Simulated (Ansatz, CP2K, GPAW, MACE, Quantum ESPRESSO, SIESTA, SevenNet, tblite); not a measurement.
# Quantum ESPRESSO on Ta2H10C4Cl8O3 (P2_1/c) (108 atoms): settings compared

How far do other settings of Quantum ESPRESSO move the forces in Ta2H10C4Cl8O3 (P2_1/c) (108 atoms)? One run of the same program serves as the yardstick.

Program: Quantum ESPRESSO 7.5. Level of theory: the method is named at each step. Results are calculated unless marked as measured.

## 1. Starting point

The cell holds 108 atoms: 8 Ta, 40 H, 16 C, 32 Cl and 12 O. Cell: a = 6.639 Å, b = 26.008 Å, c = 10.653 Å, α = 90.0°, β = 114.3°, γ = 90.0°. It derives from Ta2H10C4Cl8O3 (P2_1/c), repeated 1×1×1. Ta2H10C4Cl8O3, space group P2_1/c, structure from the Crystallography Open Database, 1 x 1 x 1 conventional cells; every coordinate displaced by a Gaussian of 0.02 Å; bonds to H set to neutron lengths (C-H 1.089, N-H 1.015, O-H 0.983, B-H 1.19 Å) where the listed ones are shorter. Then every atom was moved at random, 0.05 Å r.m.s. a Cartesian component (hydrogen 0.6 of that).

The yardstick, on the same geometry:

```
method                                           : Kohn-Sham DFT, PBE, SSSP efficiency 1.3.0 pseudopotentials, plane waves (Quantum ESPRESSO 7.5); sssp-pbe-1.3.0-efficiency, cutoffs 60/480 Ry, Γ point
r.m.s. force component                           : 2.006 eV/Å
longest force                                    : 11.92 eV/Å
pressure                                         : 4.304 GPa
gap (highest filled to lowest empty level) : 2.146 eV
time                                             : 11 min on 4 MPI ranks of Arm Neoverse V1, shared host
CPU time                                         : 44 min
```

## 2. PBE, sssp-1.3.0-efficiency, 25/200 Ry

Method: Kohn-Sham DFT, PBE, SSSP efficiency 1.3.0 pseudopotentials, plane waves.

Input file pw.in:

```
&control
  calculation = 'scf'
  pseudo_dir = './pseudo'
  outdir = './tmp'
  disk_io = 'none'
  tprnfor = .true.
  tstress = .true.
/
&system
  ibrav = 0
  nat = 108
  ntyp = 5
  ecutwfc = 25
  ecutrho = 200
  nosym = .true.
  occupations = 'smearing'
  smearing = 'fd'
  degauss = 0.003675
/
&electrons
  conv_thr = 5.4e-07
  electron_maxstep = 100
  mixing_beta = 0.2
  mixing_mode = 'local-TF'
  diagonalization = 'david'
/
ATOMIC_SPECIES
Ta 180.948 Ta.upf
H 1.008 H.upf
C 12.011 C.upf
Cl 35.450 Cl.upf
O 15.999 O.upf
CELL_PARAMETERS angstrom
6.63880 0.00000 0.00000
0.00000 26.00830 0.00000
-4.37581 0.00000 9.71248
ATOMIC_POSITIONS crystal
Ta 0.43901 0.89527 0.16185
Ta 0.54477 0.39227 0.33195
Ta 0.56991 0.10833 0.83584
Ta 0.42979 0.60803 0.66325
Ta 0.52531 0.85953 0.52391
Ta 0.47874 0.35842 0.96962
Ta 0.47800 0.13910 0.46980
Ta 0.51446 0.64477 0.02175
H 0.65473 0.99392 0.59471
H 0.33572 0.49245 0.89946
H 0.34632 0.00724 0.39920
H 0.65538 0.50708 0.09785
H 0.75341 0.95958 0.48519
H 0.24099 0.46011 0.01204
H 0.24312 0.04129 0.50999
H 0.75376 0.54016 0.99103
H 0.94619 0.97403 0.65252
H 0.05931 0.47818 0.84645
H 0.05798 0.02079 0.35218
H 0.94462 0.52064 0.15434
H 0.65512 0.94323 0.80082
H 0.36695 0.44384 0.69747
H 0.34782 0.05973 0.19895
H 0.63780 0.55589 0.30093
H 0.92776 0.94255 0.85159
H 0.06807 0.44344 0.65249
H 0.06777 0.05879 0.14574
H 0.92965 0.56007 0.35270
H 0.93365 0.84938 0.85676
H 0.05364 0.34791 0.64198
H 0.08003 0.15090 0.14770
H 0.92838 0.65551 0.35131
H 0.79550 0.86830 0.95085
H 0.21015 0.36705 0.54940
H 0.22395 0.13360 0.05866
H 0.78039 0.63153 0.45016
H 0.67463 0.76318 0.78701
H 0.33498 0.26567 0.71567
H 0.32817 0.23733 0.20324
H 0.68212 0.73418 0.29362
H 0.39421 0.78080 0.74897
H 0.61078 0.27810 0.76105
H 0.61211 0.22189 0.25799
H 0.39037 0.72481 0.24282
H 0.59135 0.79570 0.90644
H 0.41754 0.29527 0.59428
H 0.40989 0.20391 0.09600
H 0.58200 0.70589 0.41094
C 0.77183 0.96672 0.59528
C 0.19871 0.46438 0.89668
C 0.21413 0.03104 0.41018
C 0.78016 0.53833 0.09851
C 0.78433 0.92040 0.80048
C 0.23309 0.41664 0.70907
C 0.21298 0.08190 0.21166
C 0.77692 0.58170 0.29530
[... 48 atom lines left out ...]
O 0.58495 0.83884 0.74164
O 0.40414 0.34210 0.74706
O 0.41627 0.15795 0.25238
O 0.58866 0.65794 0.24939
K_POINTS gamma
```

Command:

```
$ OMP_NUM_THREADS=1 mpirun -np 2 pw.x -in pw.in > output.txt
```

Log:

```text
Program PWSCF
     gamma-point specific algorithms are used
     Parallelization info
     sticks:   dense  smooth     PW     G-vecs:    dense   smooth      PW
     Min        4916    2442    604               270297    95471   11882
     Max        4917    2445    605               270300    95472   11887
     Sum        9833    4887   1209               540597   190943   23769
     bravais-lattice index     =            0
     lattice parameter (alat)  =      12.5455  a.u.
     unit-cell volume          =   11316.9211 (a.u.)^3
     number of atoms/cell      =          108
     number of atomic types    =            5
     number of electrons       =       504.00
     number of Kohn-Sham states=          302
     kinetic-energy cutoff     =      25.0000  Ry
     charge density cutoff     =     200.0000  Ry
     scf convergence threshold =      5.4E-07
     mixing beta               =       0.2000
     number of iterations used =            8  local-TF  mixing
     Exchange-correlation= SLA  PW   PBX  PBC
                           (   1   4   3   4   0   0   0)
     crystal axes: (cart. coord. in units of alat)
               a(1) = (   1.000000   0.000000   0.000000 )
               a(2) = (   0.000000   3.917621   0.000000 )
               a(3) = (  -0.659127   0.000000   1.462987 )
     reciprocal axes: (cart. coord. in units 2 pi/alat)
               b(1) = (  1.000000 -0.000000  0.450535 )
               b(2) = (  0.000000  0.255257 -0.000000 )
               b(3) = (  0.000000  0.000000  0.683533 )
     PseudoPot. # 1 for Ta:
     Pseudo is Ultrasoft + core correction, Zval = 13.0
     PseudoPot. # 2 for H :
     Pseudo is Ultrasoft, Zval =  1.0
     PseudoPot. # 3 for C :
     Pseudo is Projector augmented-wave + core cor, Zval =  4.0
     PseudoPot. # 4 for Cl:
     Pseudo is Ultrasoft + core correction, Zval =  7.0
     PseudoPot. # 5 for O :
     Pseudo is Projector augmented-wave + core cor, Zval =  6.0
     atomic species   valence    mass     pseudopotential
     Ta               13.00   180.94800     Ta( 1.00)
     H                 1.00     1.00800     H ( 1.00)
     C                 4.00    12.01100     C ( 1.00)
     Cl                7.00    35.45000     Cl( 1.00)
     O                 6.00    15.99900     O ( 1.00)
     No symmetry found
   Cartesian axes
     number of k points=     1  Fermi-Dirac smearing, width (Ry)=  0.0037
                       cart. coord. in units 2pi/alat
        k(    1) = (   0.0000000   0.0000000   0.0000000), wk =   2.0000000
     Dense  grid:   270299 G-vectors     FFT dimensions: (  60, 225,  96)
     Smooth grid:    95472 G-vectors     FFT dimensions: (  40, 160,  72)
     Check: negative core charge=   -0.000017
     Initial potential from superposition of free atoms
     starting charge     503.9898, renormalised to     504.0000
     negative rho (up, down):  1.231E+00 0.000E+00
     Starting wfcs are  384 randomized atomic wfcs
     Self-consistent Calculation
     iteration #  1     ecut=    25.00 Ry     beta= 0.20
     negative rho (up, down):  1.235E+00 0.000E+00
     total energy              =   -3044.65952517 Ry
     estimated scf accuracy    <       9.53206218 Ry
     iteration #  2     ecut=    25.00 Ry     beta= 0.20
     negative rho (up, down):  1.250E+00 0.000E+00
     total energy              =   -3042.19871323 Ry
     estimated scf accuracy    <       6.46030050 Ry
     iteration #  3     ecut=    25.00 Ry     beta= 0.20
     negative rho (up, down):  1.245E+00 0.000E+00
     total energy              =   -3043.01407888 Ry
     estimated scf accuracy    <       0.61908829 Ry
     iteration #  4     ecut=    25.00 Ry     beta= 0.20
     negative rho (up, down):  1.238E+00 0.000E+00
     total energy              =   -3042.92591913 Ry
     estimated scf accuracy    <       0.35968151 Ry
     iteration #  5     ecut=    25.00 Ry     beta= 0.20
     negative rho (up, down):  1.239E+00 0.000E+00
     total energy              =   -3042.93683799 Ry
     estimated scf accuracy    <       0.10267508 Ry
     iteration #  6     ecut=    25.00 Ry     beta= 0.20
[...]
total energy              =   -3042.92423447 Ry
     estimated scf accuracy    <       0.05917454 Ry
[...]
total energy              =   -3042.92637329 Ry
[...]
iteration # 30     ecut=    25.00 Ry     beta= 0.20
[...]
total energy              =   -3042.92637325 Ry
     estimated scf accuracy    <       0.00000074 Ry
     iteration # 31     ecut=    25.00 Ry     beta= 0.20
[...]
total energy              =   -3042.92637323 Ry
     estimated scf accuracy    <       0.00000061 Ry
     iteration # 32     ecut=    25.00 Ry     beta= 0.20
     negative rho (up, down):  1.249E+00 0.000E+00
     End of self-consistent calculation
          k = 0.0000 0.0000 0.0000 ( 11885 PWs)   bands (ev):
   -67.2356 -67.0389 -66.8583 -66.7246 -66.6562 -66.6275 -66.5419 -66.4096
   -33.7401 -33.6262 -33.6212 -33.6102 -33.5415 -33.4985 -33.4048 -33.3843
   -33.3792 -33.3668 -33.3005 -33.2575 -33.2215 -33.1834 -33.1710 -33.1377
   -33.1164 -33.1100 -33.0660 -33.0472 -33.0214 -33.0108 -32.9544 -32.8215
   -20.8758 -20.5334 -20.4721 -19.8886 -19.4834 -19.1338 -18.8779 -18.6133
   -16.8546 -16.7789 -16.7323 -16.3420 -13.0195 -12.8836 -12.8685 -12.7194
[...]
5.6475   5.6741   5.8716   5.8821   5.9285   6.6675   6.7528   6.9300
     6.9630   7.1572   7.1857   7.2728   7.3441   7.4587   7.5416   7.6317
     7.6814   7.7488   7.7561   7.8463   7.8533   7.9744   8.0404   8.0940
     8.2013   8.3356   8.4050   8.5968   8.6411   8.7225
     the Fermi energy is     2.8344 ev
!    total energy              =   -3042.92637276 Ry
     estimated scf accuracy    <       0.00000051 Ry
     smearing contrib. (-TS)   =      -0.00000000 Ry
     internal energy E=F+TS    =   -3042.92637276 Ry
     The total energy is F=E-TS. E is the sum of the following terms:
     one-electron contribution =   -1712.66320079 Ry
     hartree contribution      =    1007.66386058 Ry
     xc contribution           =    -831.05895729 Ry
     ewald contribution        =   -1293.85395732 Ry
     one-center paw contrib.   =    -213.01411795 Ry
     convergence has been achieved in  32 iterations
     negative rho (up, down):  1.249E+00 0.000E+00
     Forces acting on atoms (cartesian axes, Ry/au):
     atom    1 type  1   force =     0.00119687   -0.08807134    0.03173228
     atom    2 type  1   force =     0.10389688    0.00597803    0.03308217
     atom    3 type  1   force =    -0.07143511   -0.09009712    0.00580163
     atom    4 type  1   force =     0.01890666   -0.02988595   -0.03182032
     atom    5 type  1   force =    -0.12851055   -0.08846735    0.13897097
     atom    6 type  1   force =     0.06796188   -0.00904242   -0.02622417
[...]
atom  106 type  5   force =     0.02277728   -0.09761355    0.01146888
     atom  107 type  5   force =    -0.03841324    0.02096945   -0.01290915
     atom  108 type  5   force =    -0.00060244   -0.00146031    0.03845460
     Total force =     1.459716     Total SCF correction =     0.002535
     Computing stress (Cartesian axis) and pressure
     negative rho (up, down):  1.249E+00 0.000E+00
          total   stress  (Ry/bohr**3)                   (kbar)     P=     -114.18
  -0.00084780  -0.00008355  -0.00002277         -124.72      -12.29       -3.35
  -0.00008355  -0.00081398   0.00001870          -12.29     -119.74        2.75
  -0.00002277   0.00001870  -0.00066668           -3.35        2.75      -98.07
     Message from routine punch:
     Nothing written, as per user request (disk_io='none')
```

Elapsed: 5.2 min, on 2 MPI ranks of Arm Neoverse V1, shared host; peak memory 2 GiB; 10 min of CPU time.

Banners, paths, timers and routine set-up lines are dropped from the logs unmarked, and long logs keep their key lines alone; longer cuts are marked.

Compared with the plane-wave run:

```yaml
r_m_s_force_component: 2.085 eV/Å
r_m_s_difference_of_force_components: 202.7 meV/Å
longest_difference_of_force_vectors: 1025 meV/Å
force_difference_over_r_m_s_force: 10.11 %
slope_of_forces_against_the_reference_s: 1.035
correlation_of_force_components: 0.9958
spacing_of_highest_filled_and_lowest_empty_level: 2.143 eV
gap_difference: -0.0033 eV
pressure: -11.42 GPa
pressure_difference: -15.72 GPa
energy_less_the_same_level_run_s: 430.7 meV/atom
r_m_s_force_difference_from_the_same_level_run: 202.7 meV/Å
```

This is a coarse setting, run to see what it loses.

Length of the force difference by element (eV/Å):

| element | atoms | mean | most |
| --- | --- | --- | --- |
| C | 16 | 0.54 | 0.78 |
| Cl | 32 | 0.011 | 0.021 |
| H | 40 | 0.36 | 0.45 |
| O | 12 | 0.38 | 1.0 |
| Ta | 8 | 0.12 | 0.14 |

Levels nearest the highest filled one (eV from it): -0.62, -0.60, -0.57, -0.55, -0.55, -0.50, -0.47, -0.39, -0.36, -0.34, -0.27, 0.00, 2.14, 2.20, 2.28, 2.38, 2.38, 2.41, 2.48, 2.50, 2.59, 2.66, 2.67, 2.71.

A closer look about Ta3, one of the 8 Ta atoms: 11 atoms, nearest first, numbered in the order of the input, with positions taken from that point.

```
atom      x      y      z  distance (Å)  bonds     Fx     Fy  Fz (eV/Å)
 Ta3   0.00   0.00   0.00          0.00      6  -1.84  -2.32       0.15
 O99   0.38   0.29  -1.93          1.99      2  -0.15  -0.73      -0.17
Cl79   1.16   1.79   0.34          2.16      1   1.73   2.85       0.94
Cl83  -1.91   1.26  -0.41          2.33      1  -0.49   0.02      -0.05
Cl75   1.95  -1.28   0.23          2.34      1   0.42  -0.28       0.12
Cl71  -0.55  -0.36   2.27          2.36      1  -0.09   0.09       0.00
Cl67  -1.18  -2.01  -0.60          2.41      1   0.01  -0.19      -0.23
 H15  -0.74  -1.74  -3.16          3.69      1  -0.55   0.54       2.54
 Ta7   0.99   0.80  -3.56          3.78      6   1.15   3.23       0.88
 H31   2.02   1.11   3.03          3.81      1  -7.49   5.13      -0.39
 H27   1.95  -1.29   3.01          3.81      1  -0.70   0.17       0.33
```

Forces lie 10 % from the reference's, at 0.24 times its CPU time (on 2 against 4 cores).

Within one program, basis, potentials and functional, energies share a zero. Each run against its twin at the usual cutoff or grid and solver:

```
                                     run                              twin  Δ energy (meV/atom)  Δ force, r.m.s. (meV/Å)         CPU time over the twin's
QE PBE, sssp-1.3.0-efficiency, 25/200 Ry  sssp-1.3.0-efficiency, 60/480 Ry                  431                      203  0.23 (this twin ran on 4 cores)
```

## 3. Results

* force difference from the reference: QE PBE, sssp-1.3.0-efficiency, 25/200 Ry (coarse), 10 %
* its CPU time: 10 min

What this shows: Runs with settings chosen to be coarse differ by 10 % (QE PBE, sssp-1.3.0-efficiency, 25/200 Ry). One electronic-structure run takes under half the reference's CPU time: QE PBE, sssp-1.3.0-efficiency, 25/200 Ry, at 10 % in 10 min against 44 min; its pressure misses by -15.7 GPa. PBE gaps agree with the reference's 2.15 eV within 0.004 eV. These are spacings on the run's k-points, which needn't hold the band edges. In pressure, QE PBE, sssp-1.3.0-efficiency, 25/200 Ry misses by -15.7 GPa, at the same functional; a cutoff this low leaves a large Pulay stress. The reference's pressure holds the uncorrected Pulay stress of its 60 Ry basis, so small pressure differences, and their order, may be the reference's own error. The reference's PBE has no dispersion term, which matters for the binding between molecules or layers. The published positions, changed by the recipe (random displacements or longer bonds to H), lie far from the minimum at this level of theory. The reference's pressure of 4.3 GPa belongs to a cell and atoms that aren't relaxed at this level. The electronic-structure runs sample only Γ, in a cell whose shortest periodic width is 6 Å. Spin–orbit coupling is left out, which matters for the levels of the heavy elements.

[Also dropped from logs without a mark: logging warnings of Python, and SIESTA's first energy breakdown and zero terms.]

[Logs are printed without paths, hosts, clocks, repeated set-up lines and the standing remarks that a program may print on its own settings, such as how far it seeks lower states.]

[Hosts, paths, dates, database ids (printed as entryN), source tags and the programs' standing remarks are cut or masked in the printed files.]
